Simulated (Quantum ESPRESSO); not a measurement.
## AlN (F-43m): optical modes of a strained layer

How do the zone-centre modes of AlN (F-43m) move in a layer strained in its (001) plane?

Program: Quantum ESPRESSO 7.5. Level of theory: DFT LDA, scalar-relativistic, plane waves, GBRV ultrasoft pseudopotentials. Results are calculated unless marked as measured.

## (1) Set-up

Symmetry: F-43m, No. 216, cubic system. The conventional cell has a = 4.349 Å, b = 4.349 Å, c = 4.349 Å, α = 90.00°, β = 90.00°, γ = 90.00°. Nearest to Al lie 4 N at 1.88 Å. Nearest to N lie 4 Al at 1.88 Å. Farther neighbours and most contacts between anions are not listed.

As a file:

```
Al N
1.0
    -2.17428    0.00000    2.17428
     0.00000    2.17428    2.17428
    -2.17428    2.17428    0.00000
Al N
1 1
Cartesian
  0.0000 0.0000 0.0000
  -3.2614 3.2614 3.2614
```

This is the cell after its relaxation at this level of theory, not the database cell from which that began.

## (2) Strained cells

The in-plane lattice vectors are held at a strain ε, as on a substrate; the length along z is set so that σ_zz vanishes; symmetry keeps the atoms on their sites. Modes are taken without the LO-TO term. Cutoff 55 Ry, k mesh 8×8×8.

From the response at ε = -0.03:

The program printed:

```text
[banners, grids, parts of the stress and lines that vanish by symmetry left out]
Program PHONON v.7.5
     Reading xml data from directory:

[...]
Exchange-correlation= PZ
                           (   1   1   0   0   0   0   0)
[...]
kinetic-energy cut-off    =      55.0000  Ry
     charge density cut-off    =     440.0000  Ry
     convergence threshold     =      1.0E-18
[...]
Exchange-correlation= PZ
                           (   1   1   0   0   0   0   0)
[...]
q = (   0.0000000   0.0000000   0.0000000 )
      9 Sym.Ops. (with q -> -q+G )
     G cutoff =  376.8766  (  20981 G-vectors)     FFT grid: ( 40, 40, 40)
     G cutoff =  188.4383  (   7415 G-vectors)  smooth grid: ( 27, 27, 27)
     number of k points=    59
[...]
Mode symmetry, D_2d (-42m) point group:
[...]
Dielectric constant
[...]
End of electric fields calculation
          Dielectric constant in cartesian axis
          (       4.550700375      -0.000000000       0.000000000 )
          (      -0.000000000       4.550700375      -0.000000000 )
          (       0.000000000      -0.000000000       4.529829741 )
          Effective charges (d Force / dE) in cartesian axis without acoustic sum rule applied (asr)
           atom    1  Al    Mean Z*:        2.54757
      Ex  (        2.53353       -0.00000        0.00000 )
      Ey  (       -0.00000        2.53353       -0.00000 )
      Ez  (        0.00000        0.00000        2.57566 )
           atom    2  N     Mean Z*:       -2.55246
      Ex  (       -2.53889        0.00000       -0.00000 )
      Ey  (        0.00000       -2.53889       -0.00000 )
      Ez  (       -0.00000       -0.00000       -2.57959 )
          Effective charges Sum: Mean:       -0.00489
[...]
Effective charges (d Force / dE) in cartesian axis with asr applied:
           atom    1  Al    Mean Z*:        2.55002
[...]
atom    2  N     Mean Z*:       -2.55002
[...]
Representation #   1 mode #   1
[...]
End of self-consistent calculation
     Convergence has been achieved
     Representation #   2 mode #   2
[...]
End of self-consistent calculation
     Convergence has been achieved
     Representation #   3 modes #   3   4
[...]
End of self-consistent calculation
     Convergence has been achieved
     Representation #   4 modes #   5   6
[...]
End of self-consistent calculation
     Convergence has been achieved
[...]
Dielectric constant in cartesian axis
          (       4.550700375      -0.000000000       0.000000000 )
          (      -0.000000000       4.550700375      -0.000000000 )
          (       0.000000000      -0.000000000       4.529829741 )
          Effective charges (d Force / dE) in cartesian axis without acoustic sum rule applied (asr)
           atom    1  Al    Mean Z*:        2.54757
      Ex  (        2.53353       -0.00000        0.00000 )
      Ey  (       -0.00000        2.53353       -0.00000 )
      Ez  (        0.00000        0.00000        2.57566 )
           atom    2  N     Mean Z*:       -2.55246
      Ex  (       -2.53889        0.00000       -0.00000 )
      Ey  (        0.00000       -2.53889       -0.00000 )
      Ez  (       -0.00000       -0.00000       -2.57959 )
          Effective charges Sum: Mean:       -0.00489
[...]
Effective charges (d Force / dE) in cartesian axis with asr applied:
           atom    1  Al    Mean Z*:        2.55002
[...]
atom    2  N     Mean Z*:       -2.55002
[...]
q = (    0.000000000   0.000000000   0.000000000 )
[...]
freq (    1) =      -0.272912 [THz] =      -9.103372 [cm-1]
     freq (    2) =      -0.251456 [THz] =      -8.387684 [cm-1]
     freq (    3) =      -0.251456 [THz] =      -8.387684 [cm-1]
     freq (    4) =      20.472368 [THz] =     682.884698 [cm-1]
     freq (    5) =      20.472368 [THz] =     682.884698 [cm-1]
     freq (    6) =      21.441833 [THz] =     715.222568 [cm-1]
[...]
Mode symmetry, D_2d (-42m) point group:
     freq (   1-   1) =         -9.1  [cm-1]   --> B_2  X_3  W_2   I+R
     freq (   2-   3) =         -8.4  [cm-1]   --> E    X_5  W_3   I+R
     freq (   4-   5) =        682.9  [cm-1]   --> E    X_5  W_3   I+R
     freq (   6-   6) =        715.2  [cm-1]   --> B_2  X_3  W_2   I+R

   JOB DONE.
```

The run at ε = 0.01 is held back.

```
    ε     ε_zz  σ_xx (GPa, tension positive)  singlet (cm⁻¹)  doublet (cm⁻¹)
-0.03   0.0306                         -9.69          715.22          682.88
-0.02   0.0207                         -6.14          699.17          678.01
-0.01   0.0104                         -2.91          683.38          673.09
    0   0.0000                          0.12          667.44          667.44
 0.01  -0.0118                          2.74       held back       held back
 0.02  -0.0238                          5.18          636.77          657.28
 0.03  -0.0365                          7.38          621.36          651.81
```

## (3) The fit

Parabolas ω = ω₀ + a ε + b ε² through the other rows:

```
   mode  ω₀ (cm⁻¹)  a (cm⁻¹)  b (cm⁻¹)
singlet      667.6     -1563       823
doublet      667.7      -519      -364
```

The biaxial modulus, the linear term of σ_xx, is 284 GPa, so the singlet mode moves by a/M = -5.5 cm⁻¹ a GPa of tensile stress. The ratio −ε_zz/ε near zero is 1.12. For ε = 0.01 the fits predict 652.03 and 662.49 cm⁻¹.

## (4) The run that was held back

The program printed:

```text
[banners, grids, parts of the stress and lines that vanish by symmetry left out]
[banner, memory and clock lines left out]
Program PHONON v.7.5

[...]
Exchange-correlation= PZ
                           (   1   1   0   0   0   0   0)
[...]
kinetic-energy cut-off    =      55.0000  Ry
     charge density cut-off    =     440.0000  Ry
     convergence threshold     =      1.0E-18
[...]
Exchange-correlation= PZ
                           (   1   1   0   0   0   0   0)
[...]
q = (   0.0000000   0.0000000   0.0000000 )
      9 Sym.Ops. (with q -> -q+G )
     G cutoff =  375.6822  (  21875 G-vectors)     FFT grid: ( 40, 40, 40)
     G cutoff =  187.8411  (   7711 G-vectors)  smooth grid: ( 27, 27, 27)
     number of k points=    59
[...]
Mode symmetry, D_2d (-42m) point group:
[...]
Dielectric constant
[...]
End of electric fields calculation
          Dielectric constant in cartesian axis
          (       4.584217760      -0.000000000      -0.000000000 )
          (      -0.000000000       4.584217760      -0.000000000 )
          (       0.000000000       0.000000000       4.601957576 )
          Effective charges (d Force / dE) in cartesian axis without acoustic sum rule applied (asr)
           atom    1  Al    Mean Z*:        2.54526
      Ex  (        2.55000       -0.00000       -0.00000 )
      Ey  (       -0.00000        2.55000       -0.00000 )
      Ez  (       -0.00000        0.00000        2.53579 )
           atom    2  N     Mean Z*:       -2.55013
      Ex  (       -2.55474        0.00000        0.00000 )
[...]
Convergence has been achieved
     Representation #   4 modes #   5   6
[...]
End of self-consistent calculation
     Convergence has been achieved
[...]
Dielectric constant in cartesian axis
          (       4.584217760      -0.000000000      -0.000000000 )
          (      -0.000000000       4.584217760      -0.000000000 )
          (       0.000000000       0.000000000       4.601957576 )
          Effective charges (d Force / dE) in cartesian axis without acoustic sum rule applied (asr)
           atom    1  Al    Mean Z*:        2.54526
      Ex  (        2.55000       -0.00000       -0.00000 )
      Ey  (       -0.00000        2.55000       -0.00000 )
      Ez  (       -0.00000        0.00000        2.53579 )
           atom    2  N     Mean Z*:       -2.55013
      Ex  (       -2.55474        0.00000        0.00000 )
      Ey  (        0.00000       -2.55474        0.00000 )
      Ez  (        0.00000        0.00000       -2.54091 )
          Effective charges Sum: Mean:       -0.00487
[...]
Effective charges (d Force / dE) in cartesian axis with asr applied:
           atom    1  Al    Mean Z*:        2.54770
[...]
atom    2  N     Mean Z*:       -2.54770
[...]
q = (    0.000000000   0.000000000   0.000000000 )
[...]
freq (    1) =      -0.272076 [THz] =      -9.075466 [cm-1]
     freq (    2) =      -0.272076 [THz] =      -9.075466 [cm-1]
     freq (    3) =      -0.243612 [THz] =      -8.126027 [cm-1]
     freq (    4) =      19.552256 [THz] =     652.193054 [cm-1]
     freq (    5) =      19.865431 [THz] =     662.639443 [cm-1]
     freq (    6) =      19.865431 [THz] =     662.639443 [cm-1]
[...]
Mode symmetry, D_2d (-42m) point group:
     freq (   1-   2) =         -9.1  [cm-1]   --> E    X_5  W_3   I+R
     freq (   3-   3) =         -8.1  [cm-1]   --> B_2  X_3  W_2   I+R
     freq (   4-   4) =        652.2  [cm-1]   --> B_2  X_3  W_2   I+R
     freq (   5-   6) =        662.6  [cm-1]   --> E    X_5  W_3   I+R
```

It gives 652.19 and 662.64 cm⁻¹.

## (5) Results

```yaml
strain_coefficient_of_the_singlet_mode: -1563 cm⁻¹
strain_coefficient_of_the_doublet_mode: -519 cm⁻¹
biaxial_modulus: 284 GPa
```

What this shows: One per cent of tensile strain moves the singlet mode of AlN (F-43m) by -15.6 cm⁻¹ and the doublet mode by -5.2 cm⁻¹; the fits miss the run held back by up to 0.16 cm⁻¹. At 3 % strain the quadratic term is 2 % of the linear one for the singlet mode and 2 % for the doublet mode. In a polar crystal the line seen along z is the LO mode, whose shift differs. These are harmonic values at zero temperature, without the LO-TO term, for a homogeneous, dislocation-free layer.

[Host names and launcher messages were left out of these logs when they were recorded.]

[Logs are printed without paths, hosts, clocks, repeated set-up lines and the standing remarks that a program may print on its own settings, such as how far it seeks lower states.]

[Hosts, paths, dates, database ids (printed as entryN), source tags and the programs' standing remarks are cut or masked in the printed files.]
